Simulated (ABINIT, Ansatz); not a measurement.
# SnSe2 (P-3m1): from the cell to the phonon bands, part 3 of 4

Wanted: phonon bands, density of states and zone-centre response of SnSe2 (P-3m1).

ABINIT 10.8.3; DFT LDA, scalar-relativistic, plane waves, HGH norm-conserving pseudopotentials.

So far. Step 5 (Zone-centre response): The acoustic modes at Γ come out as far as 2.9 cm⁻¹ from zero, where they should vanish, a small numerical error; the Born charges miss their sum rule by 0.078 e, too much: mesh or cutoff is short for the field response. Step 6 (Modes with the sum rule): The rule moves no optical mode by more than 0.1 cm⁻¹.

### Step 7. Sum rules set otherwise (asr 0)

Without the rule the raw error of the acoustic modes shows.

Contents of anaddb.abi:

```
ddb_filepath "gamma_DDB"
output_file "anaddb.abo"
outdata_prefix "anaddb"
asr 0
chneut 0
enunit 2
eivec 1
nph1l 1
qph1l 0.0 0.0 0.0 1.0
dieflag 1
```

Contents of mrgddb.in:

```
gamma_DDB
merged
2
dfpt_gammao_DS2_DDB
gso_DDB
```

Command:

```bash
> mrgddb < mrgddb.in > mrgddb.log
> OMP_NUM_THREADS=1 anaddb anaddb.abi > anaddb.log
```

Numbers of over 12 decimals in the logs are rounded to 6 here.

anaddb.abo, the main output file:

```text
-outvars_anaddb: echo values of input variables ----------------------

 Flags :
     dieflag         1
 Miscellaneous information :
      enunit         2
       eivec         1
      chneut         0
 Frequency information :
       nfreq         1
       frmin         0.00000000E+00
       frmax         1.00000000E+01
 First list of wavevector (reduced coord.) :
       nph1l         1
       qph1l
                     0.00000000E+00  0.00000000E+00  0.00000000E+00    1.000E+00

================================================================================

 read the DDB information and perform some checks

  ==== Info on the Cryst% object ====
 Real(R)+Recip(G) space primitive vectors, cartesian coordinates (Bohr,Bohr^-1):
 R(1)=  7.1083387  0.0000000  0.0000000  G(1)=  0.1406798  0.0812215  0.0000000
 R(2)= -3.5541693  6.1560019  0.0000000  G(2)=  0.0000000  0.1624431  0.0000000
 R(3)=  0.0000000  0.0000000 30.4245906  G(3)=  0.0000000  0.0000000  0.0328681
 Unit cell volume ucvol=  1.3313480E+03 bohr^3
 Angles (23,13,12)=  9.00000000E+01  9.00000000E+01  1.20000000E+02 degrees
 Time-reversal symmetry is present
 Reduced atomic positions [iatom, xred, symbol]:
    1)    0.0000000  0.0000000  0.5000000  Sn
    2)    0.3333333  0.6666667  0.5975722  Se
    3)    0.6666667  0.3333333  0.4024278  Se

 DDB file with 3 blocks has been read.

================================================================================

 Dielectric Tensor and Effective Charges

 anaddb : Zero the imaginary part of the Dynamical Matrix at Gamma,
   and impose the ASR on the effective charges

 Effective charge tensors after
 imposition of the charge neutrality (if requested by user),
 and eventual restriction to some part :
   atom    displacement
         1         1    4.849269E+00    0.000000E+00    0.000000E+00
         1         2   -6.272841E-18    4.849269E+00    0.000000E+00
         1         3    0.000000E+00    0.000000E+00    4.441658E-01
         2         1   -2.463443E+00    0.000000E+00    0.000000E+00
         2         2    3.371100E-16   -2.463443E+00    0.000000E+00
         2         3    0.000000E+00    0.000000E+00   -2.218978E-01
         3         1   -2.463443E+00    0.000000E+00    0.000000E+00
         3         2    3.371100E-16   -2.463443E+00    0.000000E+00
         3         3    0.000000E+00    0.000000E+00   -2.218978E-01
 Now, the imaginary part of the dynamical matrix is zeroed

================================================================================

 Treat the first list of vectors

  Phonon wavevector (reduced coordinates) :  0.00000  0.00000  0.00000
 Phonon energies in Hartree :
  -8.721649E-06  1.313242E-05  1.313242E-05  5.021263E-04  5.021263E-04
   6.702037E-04  6.702037E-04  8.541303E-04  1.191896E-03
 Phonon energies in meV     :
- -2.373282E-01  3.573514E-01  3.573514E-01  1.366355E+01  1.366355E+01
-  1.823717E+01  1.823717E+01  2.324207E+01  3.243313E+01
 Phonon frequencies in cm-1    :
- -1.914181E+00  2.882233E+00  2.882233E+00  1.102040E+02  1.102040E+02
-  1.470927E+02  1.470927E+02  1.874599E+02  2.615908E+02
 Phonon frequencies in Thz     :
- -5.738569E-02  8.640718E-02  8.640718E-02  3.303832E+00  3.303832E+00
-  4.409728E+00  4.409728E+00  5.619908E+00  7.842296E+00
 Phonon energies in Kelvin  :
- -2.754079E+00  4.146891E+00  4.146891E+00  1.585589E+02  1.585589E+02
-  2.116336E+02  2.116336E+02  2.697130E+02  3.763709E+02

 Eigendisplacements
 (will be given, for each mode : in cartesian coordinates
   for each atom the real part of the displacement vector,
   then the imaginary part of the displacement vector - absolute values smaller than 1.0d-7 are set to zero)
  Mode number    1   Energy   -8.721649E-06
 Attention : low frequency mode.
   (Could be unstable or acoustic mode)
;  1  0.00000000E+00  0.00000000E+00  1.40814158E-03
;     0.00000000E+00  0.00000000E+00  0.00000000E+00
;  2  0.00000000E+00  0.00000000E+00  1.40827782E-03
;     0.00000000E+00  0.00000000E+00  0.00000000E+00
;  3  0.00000000E+00  0.00000000E+00  1.40827782E-03
;     0.00000000E+00  0.00000000E+00  0.00000000E+00
  Mode number    2   Energy    1.313242E-05
-  1  0.00000000E+00 -1.40876340E-03  0.00000000E+00
-     0.00000000E+00  0.00000000E+00  0.00000000E+00
-  2  0.00000000E+00 -1.40781026E-03  0.00000000E+00
-     0.00000000E+00  0.00000000E+00  0.00000000E+00
-  3  0.00000000E+00 -1.40781026E-03  0.00000000E+00
-     0.00000000E+00  0.00000000E+00  0.00000000E+00
  Mode number    3   Energy    1.313242E-05
-  1  1.40876340E-03  0.00000000E+00  0.00000000E+00
-     0.00000000E+00  0.00000000E+00  0.00000000E+00
-  2  1.40781026E-03  0.00000000E+00  0.00000000E+00
-     0.00000000E+00  0.00000000E+00  0.00000000E+00
-  3  1.40781026E-03  0.00000000E+00  0.00000000E+00
-     0.00000000E+00  0.00000000E+00  0.00000000E+00
  Mode number    4   Energy    5.021263E-04
-  1  0.00000000E+00  0.00000000E+00  0.00000000E+00
-     0.00000000E+00  0.00000000E+00  0.00000000E+00
-  2  0.00000000E+00 -1.86380890E-03  0.00000000E+00
-     0.00000000E+00  0.00000000E+00  0.00000000E+00
-  3  0.00000000E+00  1.86380890E-03  0.00000000E+00
-     0.00000000E+00  0.00000000E+00  0.00000000E+00
  Mode number    5   Energy    5.021263E-04
-  1  0.00000000E+00  0.00000000E+00  0.00000000E+00
-     0.00000000E+00  0.00000000E+00  0.00000000E+00
-  2  1.86380890E-03  0.00000000E+00  0.00000000E+00
-     0.00000000E+00  0.00000000E+00  0.00000000E+00
-  3 -1.86380890E-03  0.00000000E+00  0.00000000E+00
-     0.00000000E+00  0.00000000E+00  0.00000000E+00
  Mode number    6   Energy    6.702037E-04
-  1  0.00000000E+00  1.62374954E-03  0.00000000E+00
-     0.00000000E+00  0.00000000E+00  0.00000000E+00
-  2  0.00000000E+00 -1.22141470E-03  0.00000000E+00
-     0.00000000E+00  0.00000000E+00  0.00000000E+00
-  3  0.00000000E+00 -1.22141470E-03  0.00000000E+00
-     0.00000000E+00  0.00000000E+00  0.00000000E+00
  Mode number    7   Energy    6.702037E-04
-  1  1.62374954E-03  0.00000000E+00  0.00000000E+00
-     0.00000000E+00  0.00000000E+00  0.00000000E+00
-  2 -1.22141470E-03  0.00000000E+00  0.00000000E+00
-     0.00000000E+00  0.00000000E+00  0.00000000E+00
-  3 -1.22141470E-03  0.00000000E+00  0.00000000E+00
-     0.00000000E+00  0.00000000E+00  0.00000000E+00
  Mode number    8   Energy    8.541303E-04
;  1  0.00000000E+00  0.00000000E+00  0.00000000E+00
;     0.00000000E+00  0.00000000E+00  0.00000000E+00
;  2  0.00000000E+00  0.00000000E+00  1.86380890E-03
;     0.00000000E+00  0.00000000E+00  0.00000000E+00
;  3  0.00000000E+00  0.00000000E+00 -1.86380890E-03
;     0.00000000E+00  0.00000000E+00  0.00000000E+00
  Mode number    9   Energy    1.191896E-03
;  1  0.00000000E+00  0.00000000E+00  1.62428882E-03
;     0.00000000E+00  0.00000000E+00  0.00000000E+00
;  2  0.00000000E+00  0.00000000E+00 -1.22087559E-03
;     0.00000000E+00  0.00000000E+00  0.00000000E+00
;  3  0.00000000E+00  0.00000000E+00 -1.22087559E-03
;     0.00000000E+00  0.00000000E+00  0.00000000E+00

 Analysis of degeneracies and characters (maximum tolerance=1.00E-06 a.u.)
 For each vibration mode, or group of modes if degenerate,
 the characters are given for each symmetry operation (see the list in the log file).
 Symmetry characters of vibration mode #   1
  1.0 -1.0  1.0 -1.0  1.0 -1.0  1.0 -1.0  1.0 -1.0  1.0 -1.0
 Symmetry characters of vibration mode #   2
        degenerate with vibration mode #   3
  2.0 -2.0 -0.0  0.0 -1.0  1.0  0.0 -0.0 -1.0  1.0  0.0 -0.0
 Symmetry characters of vibration mode #   4
        degenerate with vibration mode #   5
  2.0  2.0  0.0 -0.0 -1.0 -1.0 -0.0 -0.0 -1.0 -1.0  0.0  0.0
 Symmetry characters of vibration mode #   6
        degenerate with vibration mode #   7
  2.0 -2.0 -0.0  0.0 -1.0  1.0  0.0  0.0 -1.0  1.0  0.0 -0.0
 Symmetry characters of vibration mode #   8
  1.0  1.0  1.0  1.0  1.0  1.0  1.0  1.0  1.0  1.0  1.0  1.0
 Symmetry characters of vibration mode #   9
  1.0 -1.0  1.0 -1.0  1.0 -1.0  1.0 -1.0  1.0 -1.0  1.0 -1.0

================================================================================

 Mode effective charges
 Mode number.    x            y            z            length
;     1          0.000000     0.000000     0.000189     0.000189
-     2         -0.000000     0.042907    -0.000000     0.042907
-     3         -0.042907    -0.000000    -0.000000     0.042907
-     4          0.000000    -0.000000     0.000000     0.000000
-     5          0.000000    -0.000000     0.000000     0.000000
-     6          0.000002     5.859748    -0.000000     5.859748
-     7          5.859748    -0.000002     0.000000     5.859748
;     8         -0.000000     0.000000    -0.000000     0.000000
;     9          0.000000    -0.000000     0.532908     0.532908

 Oscillator strengths (in a.u. ; 1 a.u.=253.2638413 m3/s2). Set to zero if abs()<tol14.
 Mode number.       xx          yy          zz          xy          xz          yz          trace
;   1     Real    0.0000E+00  0.0000E+00  2.1251E-13  0.0000E+00  0.0000E+00  0.0000E+00  2.1251E-13
;         Imag    0.0000E+00  0.0000E+00  0.0000E+00  0.0000E+00  0.0000E+00  0.0000E+00
-   2     Real    0.0000E+00  1.0951E-08  0.0000E+00 -3.1721E-14  0.0000E+00  0.0000E+00  1.0951E-08
-         Imag    0.0000E+00  0.0000E+00  0.0000E+00  0.0000E+00  0.0000E+00  0.0000E+00
-   3     Real    1.0951E-08  0.0000E+00  0.0000E+00  3.1721E-14  0.0000E+00  0.0000E+00  1.0951E-08
-         Imag    0.0000E+00  0.0000E+00  0.0000E+00  0.0000E+00  0.0000E+00  0.0000E+00
-   4     Real    0.0000E+00  0.0000E+00  0.0000E+00  0.0000E+00  0.0000E+00  0.0000E+00  0.0000E+00
-         Imag    0.0000E+00  0.0000E+00  0.0000E+00  0.0000E+00  0.0000E+00  0.0000E+00
-   5     Real    0.0000E+00  0.0000E+00  0.0000E+00  0.0000E+00  0.0000E+00  0.0000E+00  0.0000E+00
-         Imag    0.0000E+00  0.0000E+00  0.0000E+00  0.0000E+00  0.0000E+00  0.0000E+00
-   6     Real    0.0000E+00  1.9298E-04  0.0000E+00  7.7684E-11  0.0000E+00  0.0000E+00  1.9298E-04
-         Imag    0.0000E+00  0.0000E+00  0.0000E+00  0.0000E+00  0.0000E+00  0.0000E+00
-   7     Real    1.9298E-04  0.0000E+00  0.0000E+00 -7.7684E-11  0.0000E+00  0.0000E+00  1.9298E-04
-         Imag    0.0000E+00  0.0000E+00  0.0000E+00  0.0000E+00  0.0000E+00  0.0000E+00
;   8     Real    0.0000E+00  0.0000E+00  0.0000E+00  0.0000E+00  0.0000E+00  0.0000E+00  0.0000E+00
;         Imag    0.0000E+00  0.0000E+00  0.0000E+00  0.0000E+00  0.0000E+00  0.0000E+00
;   9     Real    0.0000E+00  0.0000E+00  1.5959E-06  0.0000E+00  0.0000E+00  0.0000E+00  1.5959E-06
;         Imag    0.0000E+00  0.0000E+00  0.0000E+00  0.0000E+00  0.0000E+00  0.0000E+00

 Electronic dielectric tensor
      4.99049475     -0.00000000     -0.00000000
     -0.00000000      4.99049475     -0.00000000
     -0.00000000     -0.00000000      1.48719621

 Relaxed ion dielectric tensor
      9.04576378     -0.00000000      0.00000000
     -0.00000000      9.04576379      0.00000000
      0.00000000      0.00000000      1.49779939

 Frequency dependent dielectric constant:

 Full dielectric tensor at frequency  0.0000E+00 Hartree
      9.04576378     -0.00000000      0.00000000
     -0.00000000      9.04576379      0.00000000
      0.00000000      0.00000000      1.49779939

-
```

Wall time 0.49 s (1 thread of Arm Neoverse V1, shared host).

Numbers from this step:

```
lowest optical zone-centre mode : 110.2 cm⁻¹
```

Zone-centre frequencies as printed; negative means imaginary. Modes:

```
mode  frequency (cm⁻¹)
   1             -1.91
   2              2.88
   3              2.88
   4             110.2
   5             110.2
   6             147.1
   7             147.1
   8             187.5
   9             261.6
```

The cell holds one sheet and vacuum: ε∞ is an average over the 16.1 Å of the cell, and it and the Born charges along c change with that height.

### Step 8. Phonons on a q mesh

Linear response treats each wavevector in the unit cell, with no supercell; the 3×3×1 mesh fixes the range of the force constants to be had.

Contents of dfpt_q.abi:

```
ndtset 2

# wavevectors
qpt1 0.3333333333 0.0 0.0
qpt2 0.3333333333 0.3333333333 0.0

# displacements
getwfk_filepath "gso_WFK"
getwfq_filepath "gso_WFK"
kptopt 3
nqpt 1
rfphon 1
rfatpol 1 3
rfdir 1 1 1
tolvrs 1.0d-10
prtwf 0

# basis, mesh and filling
ecut 20.0
ixc 7
ngkpt 9 9 1
nshiftk 1
shiftk 0.0 0.0 0.0
istwfk *1
occopt 1
nband 8
nstep 100
diemac 9.0
prtebands 0
prtgsr 0
useylm 1

# cell and atoms
acell 7.108338691 7.108338691 30.42459061
rprim 
    1.0 0.0 0.0
    -0.5 0.8660254038 0.0
    0.0 0.0 1.0
ntypat 2
znucl 50 34
natom 3
typat 1 2 2
xred 
    0.0 0.0 0.5
    1/3 2/3 0.5975722410
    2/3 1/3 0.4024277590
pp_dirpath "./pseudo"
pseudos "Sn.hgh, Se.hgh"
```

Command:

```bash
> OMP_NUM_THREADS=1 mpirun -n 4 abinit dfpt_q.abi > dfpt_q.log
```

dfpt_q.abo, the main output file:

```text
[banners, grids, parts of the stress and lines that vanish by symmetry left out]
- input  file    -> dfpt_q.abi
- output file    -> dfpt_q.abo
- root for input  files -> dfpt_qi
[...]
DATASET    1 : space group P-3 m 1 (#164); Bravais hP (primitive hexag.)
[...]
nfft =      112500          nkpt =          81
[...]
DATASET    2 : space group P-3 m 1 (#164); Bravais hP (primitive hexag.)
[...]
nfft =      112500          nkpt =          81
[...]
== DATASET  1 ==================================================================
[...]
cutoff_energies: {ecut:  20.0, pawecutdg:  -1.0, }
[...]
Exchange-correlation functional for the present dataset will be:
  LDA: Perdew-Wang 92 LSD fit to Ceperley-Alder data - ixc=7
[...]
Perturbation : displacement of atom   1   along direction   1
[...]
-ETOT  1   137.09592690159      6.949E+01 9.117E-01 1.051E+06
 ETOT  2   12.830329734998     -1.243E+02 5.781E-01 2.595E+04
 ETOT  3   6.869449     -5.961E+00 1.215E-02 4.150E+03
 ETOT  4   6.437090     -4.324E-01 8.883E-04 1.906E+02
 ETOT  5   6.423054     -1.404E-02 3.934E-04 4.345E+01
[...]
At SCF step   21       vres2   =  5.51E-11 < tolvrs=  1.00E-10 =>converged.
[...]
Perturbation : displacement of atom   1   along direction   2
[...]
-ETOT  1   8.758022     -4.305E+01 1.455E-01 1.192E+04
[...]
At SCF step   16       vres2   =  3.98E-11 < tolvrs=  1.00E-10 =>converged.
[...]
Perturbation : displacement of atom   1   along direction   3
[...]
-ETOT  1   1505.5168673453      4.078E+02 1.325E+01 7.338E+06
[...]
At SCF step   23       vres2   =  1.21E-11 < tolvrs=  1.00E-10 =>converged.
[...]
Perturbation : displacement of atom   2   along direction   1
[...]
-ETOT  1   627.68246824156      3.073E+02 3.208E+00 4.412E+06
[...]
At SCF step   25       vres2   =  6.94E-11 < tolvrs=  1.00E-10 =>converged.
[...]
Perturbation : displacement of atom   2   along direction   2
[...]
-ETOT  1   65.250627807693     -2.196E+02 1.121E+00 1.090E+05
[...]
Perturbation : displacement of atom   2   along direction   3
[...]
-ETOT  1   4357.5463270600     -1.263E+03 3.927E+01 2.041E+07
[...]
Phonon wavevector (reduced coordinates) :  0.33333  0.00000  0.00000
 Phonon energies in Hartree :
[...]
Phonon frequencies in cm-1    :
-  4.087270E+01  6.264621E+01  1.032652E+02  1.132012E+02  1.520919E+02
-  1.598923E+02  1.678258E+02  1.816250E+02  2.217463E+02
[...]
== DATASET  2 ==================================================================
[...]
cutoff_energies: {ecut:  20.0, pawecutdg:  -1.0, }
[...]
Exchange-correlation functional for the present dataset will be:
  LDA: Perdew-Wang 92 LSD fit to Ceperley-Alder data - ixc=7
[...]
Perturbation : displacement of atom   1   along direction   1
[...]
-ETOT  1   67.472653811824      3.012E+00 4.645E-01 2.165E+05
[...]
Perturbation : displacement of atom   1   along direction   3
[...]
-ETOT  1   385.92846674237     -6.342E+02 1.999E+00 9.341E+05
[...]
Perturbation : displacement of atom   2   along direction   1
[...]
-ETOT  1   268.61375519760     -4.472E+01 1.382E+00 8.428E+05
[...]
At SCF step   18       vres2   =  2.89E-11 < tolvrs=  1.00E-10 =>converged.
[...]
Perturbation : displacement of atom   2   along direction   3
[...]
-ETOT  1   2001.5234605087     -3.445E+03 8.736E+00 4.742E+06
[...]
ETOT 18   70.081904069422     -3.456E-11 2.134E-14 1.983E-10
 ETOT 19   70.081904069485      6.276E-11 2.832E-15 2.391E-11
 At SCF step   19       vres2   =  2.39E-11 < tolvrs=  1.00E-10 =>converged.
[...]
Phonon wavevector (reduced coordinates) :  0.33333  0.33333  0.00000
 Phonon energies in Hartree :
[...]
Phonon frequencies in cm-1    :
-  5.377342E+01  1.148291E+02  1.148291E+02  1.409597E+02  1.409597E+02
-  1.538717E+02  1.569957E+02  1.934179E+02  1.934179E+02
[...]
strten1     0.0000000000E+00  0.0000000000E+00  0.0000000000E+00
           strten2     0.0000000000E+00  0.0000000000E+00  0.0000000000E+00
================================================================================
```

Elapsed: 9.9 min, on 4 MPI ranks.

Read from the output:

| Quantity | Value |
| --- | --- |
| lowest mode on the q mesh (acoustic ones at the zone centre apart) | 40.87 cm⁻¹ |

Frequencies (cm⁻¹) before the sum rule at the irreducible wavevectors but Γ, which is solved apart; negative means imaginary. Frequencies by wavevector:

```
  q (fractions)  star  mode 1  mode 2  mode 3  mode 4  mode 5  mode 6  mode 7  mode 8  mode 9
     0.3333 0 0     6   40.87   62.65   103.3   113.2   152.1   159.9   167.8   181.6   221.8
0.3333 0.3333 0     2   53.77   114.8   114.8     141     141   153.9     157   193.4   193.4
```

(Continued in part 4 of 4.)

[Host names and launcher messages were left out of these logs when they were recorded.]

[Logs are printed without paths, hosts, clocks, repeated set-up lines and the standing remarks that a program may print on its own settings, such as how far it seeks lower states.]

[Hosts, paths, dates, database ids (printed as entryN), source tags and the programs' standing remarks are cut or masked in the printed files.]
